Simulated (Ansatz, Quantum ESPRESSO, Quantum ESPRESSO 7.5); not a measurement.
## Al(100) under a row of overlayers

Which overlayers raise and which lower the work function of Al(100), and does electronegativity predict it?

Method: plane-wave DFT, PBEsol, GBRV ultrasoft pseudopotentials (geometry by Ansatz 0.2.0 with PAW datasets; geometry under PBE), in Quantum ESPRESSO 7.5.

**Measured values to reproduce.**

“Properties of real metallic surfaces: Effects of density functional semilocality and van der Waals nonlocality” (2017, arxiv:1702.08515) quotes from earlier work for Al (clean (100) face): work function (clean (100) face) 4.32 eV.

This is a report of a sequence of runs, with most program output left out.

## Step 1: Set-up

The cell holds 5 atoms: 5 Al. Cell: a = 2.864 Å, b = 2.864 Å, c = 24.100 Å, α = 90.0°, β = 90.0°, γ = 90.0°. It derives from Al. Vacuum lies along c.

This is the clean slab. Each overlayer is one atom a surface cell, set on the hollow site and held there by symmetry.

This run has no spin polarisation although its electron count is odd. A spin-polarised state was not tried and may lie lower.

## Step 2: Geometry from Ansatz, clean face

A relaxation in Ansatz fixes the structure of this slab for the runs on it.

The input, input.yaml:

```yaml
crystal:
  lattice:
    - [2.8637824638, 0.0, 0.0]
    - [0.0, 2.8637824638, 0.0]
    - [0.0, 0.0, 24.1]
  atoms:
    - { symbol: Al, position: [0.0, 0.0, 0.3319502075] }
    - { symbol: Al, position: [0.5, 0.5, 0.4159751037] }
    - { symbol: Al, position: [0.0, 0.0, 0.5] }
    - { symbol: Al, position: [0.5, 0.5, 0.5840248963] }
    - { symbol: Al, position: [0.0, 0.0, 0.6680497925] }
kpoints:
  mp_grid: { grid: [8, 8, 1] }
hamiltonian:
  xc: pbe
scf:
  occupations: { method: fermi_dirac, width: 0.1 }
  convergence: { dr2_threshold: 1.0e-08 }
efield:
  axis: 3
  dipole_correction: true
  ramp_position: 0.97
  ramp_width: 0.04
relax:
  f_tol: 0.01
  constraints: [{ sites: [0, 1, 2] }]
output:
  write_potential: true
  write_density: true
  volumetric_format: npy
```

Run with:

```bash
ansatz run input.yaml --threads 2 --pin off --max-ram 4096MiB --backend cpu --events-out ev --progress --plain --runs-dir out
```

Elapsed: 8.5 s, on 2 threads of Arm Neoverse N1, shared host; peak memory 0.35 GiB.

The steps of the relaxation:

```
step  energy less that of the first step (eV)  largest force component (eV/Å)
   1                                   0.0000                          0.0184
   2                                   0.0000                          0.0038
```

The relaxed structure:

```xyz
5
Lattice="2.8638 0.0000 0.0000 0.0000 2.8638 0.0000 0.0000 0.0000 24.1000" Properties=species:S:1:pos:R:3
Al    0.0000    0.0000    8.0000
Al    1.4319    1.4319   10.0250
Al    0.0000    0.0000   12.0500
Al    1.4319    1.4319   14.0699
Al    0.0000    0.0000   16.0989
```

 Held were the atoms numbered 1, 2 and 3; the forces quoted are those on the free ones.

Numbers from this step:

```
free energy                     : -2686.5688 eV
energy at zero smearing         : -2686.5259 eV
smearing term TS                : 0.08576 eV
Fermi energy                    : 0.9340 eV
symmetry operations             : 8
work function of the upper face : 4.221 eV
work function of the lower face : 4.223 eV
dipole along the normal         : 7.90e-5 e·Å
```

## Step 3: Self-consistent run, clean face

Open boundaries by another road: assume_isolated = 'esm' with bc1, the slab centred on z = 0.

Level of this step: plane-wave DFT, PBEsol, GBRV ultrasoft pseudopotentials (Quantum ESPRESSO 7.5).

The input, clean.esm.in:

```
&control
  prefix = 'clean.esm'
  outdir = './out'
  pseudo_dir = './pseudo'
  calculation = 'scf'
  tprnfor = .true.
/
&system
  ibrav = 0
  nat = 5
  ntyp = 1
  ecutwfc = 40
  ecutrho = 200
  occupations = 'smearing'
  smearing = 'mv'
  degauss = 0.02
  assume_isolated = 'esm'
  esm_bc = 'bc1'
/
&electrons
  conv_thr = 1e-07
  mixing_beta = 0.4
  electron_maxstep = 120
  mixing_mode = 'local-TF'
/
ATOMIC_SPECIES
  Al  26.9815  al_pbesol_v1.uspp.F.UPF
CELL_PARAMETERS angstrom
  2.86378246380000 0.00000000000000 0.00000000000000
  0.00000000000000 2.86378246380000 0.00000000000000
  0.00000000000000 0.00000000000000 24.10000000000000
ATOMIC_POSITIONS crystal
  Al  0.000000000000 0.000000000000 -0.168027084134
  Al  0.500000000000 0.500000000000 -0.084002187934
  Al  0.000000000000 0.000000000000 0.000022708366
  Al  0.500000000000 0.500000000000 0.083837658783
  Al  0.000000000000 0.000000000000 0.168027084134
K_POINTS automatic
  8 8 1 0 0 0
```

Run with:

```bash
OMP_NUM_THREADS=1 mpirun -n 2 pw.x -nk 2 -in clean.esm.in > clean.esm.out
```

The job ended after 61 s (2 MPI ranks; peak memory 0.22 GiB; 2 min of CPU time).

This step gave:

* free energy: -452.2257 eV
* Fermi energy: -4.244 eV
* vacuum line at the lower end of the cell, over the Fermi level: 4.245 eV
* vacuum line at the upper end of the cell, over the Fermi level: 4.244 eV

Electrostatic potential energy of an electron; zero at the Fermi level. The potential energy, planar mean by z:

z (Å), potential energy, planar mean (eV) and a bar from the least value:
```
    -12.0        4.2 ##############################
    -11.5        4.2 ##############################
    -11.0        4.2 ##############################
    -10.5        4.2 ##############################
    -10.0        4.2 ##############################
     -9.5        4.2 ##############################
     -9.0        4.2 ##############################
     -8.5        4.2 ##############################
     -8.0        4.2 ##############################
     -7.5        4.2 ##############################
     -7.0        4.2 ##############################
     -6.5        4.1 ##############################
     -6.0        3.9 #############################
     -5.5        2.9 ############################
     -5.0        0.1 ######################
     -4.5       -6.9 #########
     -4.0      -11.4 
     -3.5       -5.8 ###########
     -3.0       -2.0 ##################
     -2.5       -7.0 #########
     -2.0      -11.7 
     -1.5       -6.3 ##########
     -1.0       -2.0 ##################
     -0.5       -6.6 ##########
      0.0      -11.6 
      0.5       -6.6 ##########
      1.0       -2.0 ##################
      1.5       -6.4 ##########
      2.0      -11.7 
      2.5       -6.9 #########
      3.0       -2.0 ##################
      3.5       -5.8 ###########
      4.0      -11.4 
      4.5       -6.9 #########
      5.0        0.1 ######################
      5.5        2.9 ############################
      6.0        3.9 #############################
      6.5        4.1 ##############################
      7.0        4.2 ##############################
      7.5        4.2 ##############################
      8.0        4.2 ##############################
      8.5        4.2 ##############################
      9.0        4.2 ##############################
      9.5        4.2 ##############################
     10.0        4.2 ##############################
     10.5        4.2 ##############################
     11.0        4.2 ##############################
     11.5        4.2 ##############################
```

The vacuum levels are read from the outermost 0.7 Å of the cell on either side.

The run needed 21 iterations to bring the estimated error under 1e-07 Ry; the largest force on any atom, held or free, is 0.08 eV/Å.

Inside the slab this potential holds the local part of the pseudopotentials, which can be repulsive at the nuclei; only its value in the vacuum has a meaning of its own.

## Step 4: Projected density of states, clean face

projwfc.x splits the states by atom and orbital; the spilling says how much the atomic basis misses.

The input, clean.pdos.in:

```
&projwfc
  prefix = 'clean.esm'
  outdir = './out'
  filpdos = 'clean.pdos'
  Emin = -12.244
  Emax = -0.244
  DeltaE = 0.1
  ngauss = 0
  degauss = 0.01
/
```

Run with:

```bash
OMP_NUM_THREADS=1 mpirun -n 2 projwfc.x -in clean.pdos.in > clean.pdos.out
```

Elapsed: 1.1 s, on 2 MPI ranks; peak memory 0.09 GiB.

Numbers from this step:

* spilling of the projection: 0.0147

Projected DOS an atom over height of the atomic layer and energy from the Fermi level. Columns are the atomic layers from the bottom up.

Values in states/eV, 22 rows by 5 columns, each cell a mean:
```
0.560 0.272 0.450 0.272 0.561
0.465 0.406 0.337 0.407 0.465
0.485 0.432 0.301 0.431 0.483
0.607 0.472 0.248 0.471 0.604
0.319 0.188 0.384 0.189 0.321
0.497 0.476 0.572 0.476 0.497
0.560 0.284 0.440 0.284 0.561
0.709 0.413 0.380 0.413 0.711
0.260 0.260 0.200 0.260 0.259
0.326 0.273 0.208 0.273 0.326
0.547 0.575 0.436 0.574 0.546
0.336 0.220 0.322 0.220 0.338
0.482 0.465 0.700 0.466 0.484
0.180 0.211 0.099 0.210 0.178
0.217 0.157 0.169 0.157 0.218
0.342 0.464 0.353 0.463 0.340
0.248 0.234 0.266 0.235 0.250
0.300 0.391 0.476 0.391 0.301
0.124 0.197 0.156 0.196 0.123
0.191 0.215 0.175 0.216 0.193
0.219 0.324 0.251 0.325 0.219
0.129 0.191 0.143 0.191 0.129
```
Columns: height of the atomic layer (Å) from -4.05 to 4.05; rows upwards: energy from the Fermi level (eV) from -8.00 to 1.40.

The atomic orbitals miss 1.5 % of the occupied states; for empty states the projections can miss much more.

## Step 5: Relaxation with Ansatz, H overlayer

Level of this step: plane-wave DFT, PBE, Ansatz PAW (Ansatz 0.2.0).

System of this step: Al(100), 5 layers, one monolayer of H on hollow sites. The cell holds 6 atoms: 5 Al and 1 H. Cell: a = 2.864 Å, b = 2.864 Å, c = 27.100 Å, α = 90.0°, β = 90.0°, γ = 90.0°. It derives from Al. Vacuum lies along c.

input.yaml, the sections that differ from step 2:

```yaml
crystal:
  lattice:
    - [2.8637824638, 0.0, 0.0]
    - [0.0, 2.8637824638, 0.0]
    - [0.0, 0.0, 27.1]
  atoms:
    - { symbol: Al, position: [0.0, 0.0, 0.3062730627] }
    - { symbol: Al, position: [0.5, 0.5, 0.38099631] }
    - { symbol: Al, position: [0.0, 0.0, 0.4557195572] }
    - { symbol: Al, position: [0.5, 0.5, 0.5304428044] }
    - { symbol: Al, position: [0.0, 0.0, 0.6051660517] }
    - { symbol: H, position: [0.5, 0.5, 0.6312585528] }
# kpoints, hamiltonian, scf, efield, relax, output: as in step 2
```

Run with:

```bash
ansatz run input.yaml --threads 2 --pin off --max-ram 4096MiB --backend cpu --events-out ev --progress --plain --runs-dir out
```

Elapsed: 11 s, on 2 threads; peak memory 0.37 GiB; 22 s of CPU time.

Step by step:

```
step  energy less that of the first step (eV)  largest force component (eV/Å)
   1                                   0.0000                          0.1311
   2                                  -0.0004                          0.0834
   3                                  -0.0023                          0.0066
```

The atoms that moved most (Å):

```
atom     dx     dy      dz  length
  H6  0.000  0.000   0.027   0.027
 Al4  0.000  0.000  -0.023   0.023
```

The relaxed structure:

```xyz
6
Lattice="2.8638 0.0000 0.0000 0.0000 2.8638 0.0000 0.0000 0.0000 27.1000" Properties=species:S:1:pos:R:3
Al    0.0000    0.0000    8.3000
Al    1.4319    1.4319   10.3250
Al    0.0000    0.0000   12.3500
Al    1.4319    1.4319   14.3523
Al    0.0000    0.0000   16.4026
H     1.4319    1.4319   17.1342
```

 Held were the atoms numbered 1, 2 and 3; the forces quoted are those on the free ones.

Read from the output:

* free energy: -2701.9526 eV
* energy at zero smearing: -2701.9033 eV
* smearing term TS: 0.09874 eV
* Fermi energy: 0.5150 eV
* work function of the upper face: 3.934 eV
* work function of the lower face: 4.266 eV
* dipole along the normal: 0.01501 e·Å

## Step 6: Ground state, H overlayer

Level of this step: plane-wave DFT, PBEsol, GBRV ultrasoft pseudopotentials (Quantum ESPRESSO 7.5).

The input, H.esm.in:

```
&control
  prefix = 'H.esm'
  outdir = './out'
  pseudo_dir = './pseudo'
  calculation = 'scf'
  tprnfor = .true.
/
&system
  ibrav = 0
  nat = 6
  ntyp = 2
  ecutwfc = 40
  ecutrho = 200
  occupations = 'smearing'
  smearing = 'mv'
  degauss = 0.02
  assume_isolated = 'esm'
  esm_bc = 'bc1'
/
&electrons
  conv_thr = 1e-07
  mixing_beta = 0.4
  electron_maxstep = 120
  mixing_mode = 'local-TF'
/
ATOMIC_SPECIES
  Al  26.9815  al_pbesol_v1.uspp.F.UPF
  H   1.0080  h_pbesol_v1.4.uspp.F.UPF
CELL_PARAMETERS angstrom
  2.86378246380000 0.00000000000000 0.00000000000000
  0.00000000000000 2.86378246380000 0.00000000000000
  0.00000000000000 0.00000000000000 27.10000000000000
ATOMIC_POSITIONS crystal
  Al  0.000000000000 0.000000000000 -0.162992670248
  Al  0.500000000000 0.500000000000 -0.088269422948
  Al  0.000000000000 0.000000000000 -0.013546175748
  Al  0.500000000000 0.500000000000 0.060338170827
  Al  0.000000000000 0.000000000000 0.135995626651
  H   0.500000000000 0.500000000000 0.162992670248
K_POINTS automatic
  8 8 1 0 0 0
```

Run with:

```bash
OMP_NUM_THREADS=1 mpirun -n 2 pw.x -nk 2 -in H.esm.in > H.esm.out
```

Wall time 1.7 min (2 MPI ranks); peak memory 0.24 GiB.

This step gave:

| Property | Result |
| --- | --- |
| free energy | -467.4690 eV |
| Fermi energy | -4.148 eV |
| vacuum line at the lower end of the cell, over the Fermi level | 4.306 eV |
| vacuum line at the upper end of the cell, over the Fermi level | 3.990 eV |

The potential energy, planar mean oscillates, so the rows of the table below give means over windows of 2.03 Å about each position, cut where the curve ends. Its maxima inside the range that stand out by 2 % of the span (Å: eV): -3.4: -1.93, -1.4: -1.87, 0.7: -2.10, 2.7: -1.73. Its minima: -4.4: -11.5, -2.4: -11.5, -0.3: -11.5, 1.6: -11.6, 3.7: -12.0.

Electrostatic potential energy of an electron; zero at the Fermi level. Potential energy, planar mean against z; means over each step:

z (Å), potential energy, planar mean (eV) and a bar from the least value:
```
   -12.54        4.3 ##############################
   -10.51        4.3 ##############################
    -8.48        4.3 ##############################
    -6.45        3.6 ############################
    -4.42       -6.2 ##
    -2.39       -6.5 #
    -0.36       -6.6 #
     1.67       -6.6 #
     3.70       -7.1 
     5.73        3.1 ###########################
     7.76        4.0 #############################
     9.79        4.0 #############################
    11.82        4.0 #############################
```

The covered face stands at 3.99 eV against 4.24 eV when clean.

Inside the slab this potential holds the local part of the pseudopotentials, which can be repulsive at the nuclei; only its value in the vacuum has a meaning of its own.

## Step 7: Projected density of states, H overlayer

The input, H.pdos.in:

```
&projwfc
  prefix = 'H.esm'
  outdir = './out'
  filpdos = 'H.pdos'
  Emin = -12.148
  Emax = -0.148
  DeltaE = 0.1
  ngauss = 0
  degauss = 0.01
/
```

Run with:

```bash
OMP_NUM_THREADS=1 mpirun -n 2 projwfc.x -in H.pdos.in > H.pdos.out
```

It took 1.2 s on 2 MPI ranks; peak memory 0.1 GiB; 2.3 s of CPU time.

Numbers from this step:

```
spilling of the projection : 0.0152
```

Projected DOS an atom over height of the atomic layer and energy from the Fermi level. Columns are the atomic layers from the bottom up.

Ten even steps from '_' (0.03 states/eV) to '@' (0.83 states/eV), each cell a mean:
```
--::--..==__
%%++++==##__
--::--==::__
@@++==++%%__
++++------__
----++====__
**--------__
++::--::==__
##++++++++..
==----++....
--==----==__
--------::..
====**++--..
==::::----..
--::::--....
..--::::..__
----------..
::------::..
--------==..
..........__
..--::::--__
::::....::__
```
Columns: height of the atomic layer (Å) from -4.42 to 4.42 (not evenly spaced); rows upwards: energy from the Fermi level (eV) from -8.00 to 1.50.

The atomic orbitals miss 1.5 % of the occupied states; for empty states the projections can miss much more.

## Step 8: Relaxation with Ansatz, O overlayer

Level of this step: plane-wave DFT, PBE, Ansatz PAW (Ansatz 0.2.0).

System of this step: Al(100), 5 layers, one monolayer of O on hollow sites. The cell holds 6 atoms: 5 Al and 1 O. Its edges and angles: a = 2.864 Å, b = 2.864 Å, c = 27.100 Å, α = 90.0°, β = 90.0°, γ = 90.0°. It derives from Al. Vacuum lies along c.

input.yaml is the input of step 5 with these lines changed:

```diff
@@ -11,3 +11,3 @@
     - { symbol: Al, position: [0.0, 0.0, 0.6051660517] }
-    - { symbol: H, position: [0.5, 0.5, 0.6312585528] }
+    - { symbol: O, position: [0.5, 0.5, 0.6312585528] }
 kpoints:
```

Run with:

```bash
ansatz run input.yaml --threads 2 --pin off --max-ram 4096MiB --backend cpu --events-out ev --progress --plain --runs-dir out
```

It took 19 s on 2 threads; peak memory 0.39 GiB.

Step by step:

```
step  energy less that of the first step (eV)  largest force component (eV/Å)
   1                                   0.0000                          1.4031
   2                                  -0.1109                          0.2184
   3                                  -0.1170                          0.0646
   4                                  -0.1174                          0.0030
```

The atoms that moved most (Å):

```
atom     dx     dy     dz  length
 Al5  0.000  0.000  0.285   0.285
  O6  0.000  0.000  0.158   0.158
 Al4  0.000  0.000  0.044   0.044
```

The relaxation lowers the energy by 20 meV an atom. Held were the atoms numbered 1, 2 and 3; the forces quoted are those on the free ones.

This step gave:

| Property | Result |
| --- | --- |
| free energy | -3255.0501 eV |
| energy at zero smearing | -3255.0166 eV |
| smearing term TS | 0.06694 eV |
| Fermi energy | 0.8987 eV |
| work function of the upper face | 3.828 eV |
| work function of the lower face | 4.299 eV |
| dipole along the normal | 0.02138 e·Å |

## Step 9: SCF with pw.x, O overlayer

Level of this step: plane-wave DFT, PBEsol, GBRV ultrasoft pseudopotentials (Quantum ESPRESSO 7.5).

The input, O.esm.in:

```
&control
  prefix = 'O.esm'
  outdir = './out'
  pseudo_dir = './pseudo'
  calculation = 'scf'
  tprnfor = .true.
/
&system
  ibrav = 0
  nat = 6
  ntyp = 2
  ecutwfc = 40
  ecutrho = 200
  occupations = 'smearing'
  smearing = 'mv'
  degauss = 0.02
  assume_isolated = 'esm'
  esm_bc = 'bc1'
/
&electrons
  conv_thr = 1e-07
  mixing_beta = 0.4
  electron_maxstep = 120
  mixing_mode = 'local-TF'
/
ATOMIC_SPECIES
  Al  26.9815  al_pbesol_v1.uspp.F.UPF
  O   15.9990  o_pbesol_v1.2.uspp.F.UPF
CELL_PARAMETERS angstrom
  2.86378246380000 0.00000000000000 0.00000000000000
  0.00000000000000 2.86378246380000 0.00000000000000
  0.00000000000000 0.00000000000000 27.10000000000000
ATOMIC_POSITIONS crystal
  Al  0.000000000000 0.000000000000 -0.165401566606
  Al  0.500000000000 0.500000000000 -0.090678319306
  Al  0.000000000000 0.000000000000 -0.015955072106
  Al  0.500000000000 0.500000000000 0.060408558779
  Al  0.000000000000 0.000000000000 0.143992794927
  O   0.500000000000 0.500000000000 0.165401566606
K_POINTS automatic
  8 8 1 0 0 0
```

Run with:

```bash
OMP_NUM_THREADS=1 mpirun -n 2 pw.x -nk 2 -in O.esm.in > O.esm.out
```

Run time: 2 min. Hardware: 2 MPI ranks; peak memory 0.35 GiB.

Numbers from this step:

| Quantity | Value |
| --- | --- |
| free energy | -892.3421 eV |
| Fermi energy | -4.112 eV |
| vacuum line at the lower end of the cell, over the Fermi level | 4.334 eV |
| vacuum line at the upper end of the cell, over the Fermi level | 3.891 eV |

The potential energy, planar mean oscillates, so the rows of the table below give means over windows of 2.03 Å about each position, cut where the curve ends. Its maxima inside the range that stand out by 2 % of the span (Å: eV): -3.5: -2.00, -1.5: -1.77, 0.6: -1.60, 2.7: -0.620. Its minima: -4.5: -11.4, -2.5: -11.5, -0.5: -11.5, 1.6: -11.5, 4.3: -16.9.

Electrostatic potential energy of an electron; zero at the Fermi level. Potential energy, planar mean against z; means over each step:

```
 z (Å)  potential energy, planar mean (eV)
-12.54                                4.33
-10.51                                4.33
 -8.48                                4.33
 -6.45                                3.48
 -4.42                               -6.26
 -2.39                               -6.49
 -0.36                               -6.41
  1.67                               -6.32
  3.70                               -9.71
  5.73                                1.76
  7.76                                3.89
  9.79                                3.89
 11.82                                3.89
```

The covered face stands at 3.89 eV against 4.24 eV when clean.

Inside the slab this potential holds the local part of the pseudopotentials, which can be repulsive at the nuclei; only its value in the vacuum has a meaning of its own.

(Part 1 of 2 ends here.)

[Logs are printed without paths, hosts, clocks, repeated set-up lines and the standing remarks that a program may print on its own settings, such as how far it seeks lower states.]

[Hosts, paths, dates, database ids (printed as entryN), source tags and the programs' standing remarks are cut or masked in the printed files.]

[Maps of the electrostatic potential energy from Ansatz leave out the sawtooth potential of an applied field or a dipole correction, so their vacuum need not be flat; planar profiles and work functions include it.]
